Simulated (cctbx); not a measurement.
## Accept or mend?

Cell a = 9.7540 Å, b = 9.7540 Å, c = 8.5490 Å, α = 90.00°, β = 90.00°, γ = 120.00°; space group R-3m (no. 166).

The data are simulated with cctbx, not measured: Mo Kα, λ = 0.71073 Å, to d = 0.6 Å, 70 % of the full sphere, strongest reflection 70000 counts, noise from counting, a 3 % proportional error and a noise floor of 2 counts (s.d.); no absorption.

An anisotropic refinement with weights 1/σ² prints:

```text
Rint 0.024, 443 unique reflections to 0.60 A
cycle     R1     wR2    GooF  max shift (A)
   1  0.0312  0.0767   5.307   0.00057
   2  0.0206  0.0478   3.311   0.00000
final R1 0.0206 wR2 0.0478 GooF 3.311  parameters 10  data/parameter 44.3
atom        x        y        z      Ueq    occ   su(xyz)  su(Uiso or U11)
Ir1    0.00000  0.00000  0.00000   0.0168  1.000  0.00000  0.0001
K1     0.00000  0.00000  0.50000   0.0298  1.000  0.00000  0.0005
S1     0.56666  0.78333  0.50704   0.0231  1.000  0.00010  0.0003
difference map: max 4.27 min -0.42 rms 0.28
Q1    0.0000  0.3385  0.0000   18    4.33  2.32 A from S1
Q2    0.0000  0.0000  0.0000    3    1.72  0.00 A from Ir1
Q3    0.1121  0.2242  0.1642   18    0.89  0.09 A from S1
Q4    0.0000  0.3287  0.5000   18    0.40  1.83 A from S1
Q5    0.0000  0.0000  0.5000    3    0.33  0.00 A from K1
Q6    0.1078  0.2155  0.8232   18    0.27  1.91 A from S1
```

Q: Accept it or mend it, and why?

Mend it. The fault: an atom left out, Li at (0.3274, 0.9941, 1/3). Against the right model at the same level, R1 goes from 0.0058 to 0.0206 and GooF from 0.94 to 3.31 and the top difference peak, 4.3 e/Å³, lies 2.32 Å from S1. Q1 is the missing atom. With scattering power missing, scale and phases suffer, so peaks may also grow on the heavy atoms.

The compound is KLi6IrS6. The right model at the same level gives:

```text
Rint 0.024, 443 unique reflections to 0.60 A
cycle     R1     wR2    GooF  max shift (A)
   1  0.0199  0.0608   4.232   0.00363
   3  0.0058  0.0135   0.939   0.00032
final R1 0.0058 wR2 0.0135 GooF 0.939  parameters 15  data/parameter 29.5
atom        x        y        z      Ueq    occ   su(xyz)  su(Uiso or U11)
Ir1    0.00000  0.00000  0.00000   0.0171  1.000  0.00000  0.0000
K1     0.00000  0.00000  0.50000   0.0304  1.000  0.00000  0.0001
S1     0.56660  0.78330  0.50700   0.0231  1.000  0.00003  0.0001
Li1    0.32747  0.99414  0.33333   0.0569  1.000  0.00040  0.0015
difference map: max 0.19 min -0.25 rms 0.06
Q1    0.0880  0.1761  0.4398   18    0.20  1.57 A from K1
Q2    0.0000  0.3698  0.5000   18    0.18  1.48 A from Li1
Q3    0.0653  0.2580  0.1865   36    0.17  0.69 A from S1
Q4    0.0434  0.0869  0.1514   18    0.16  1.24 A from S1
Q5    0.0099  0.1549  0.3018   36    0.16  1.53 A from S1
Q6    0.0812  0.1624  0.6273   18    0.16  1.75 A from K1
```

This is a model crystal, built by substitution and not relaxed, with assumed displacement parameters.

[Middle refinement cycles are left out of these outputs.]

[Logs are printed without paths, hosts, clocks, repeated set-up lines and the standing remarks that a program may print on its own settings, such as how far it seeks lower states.]
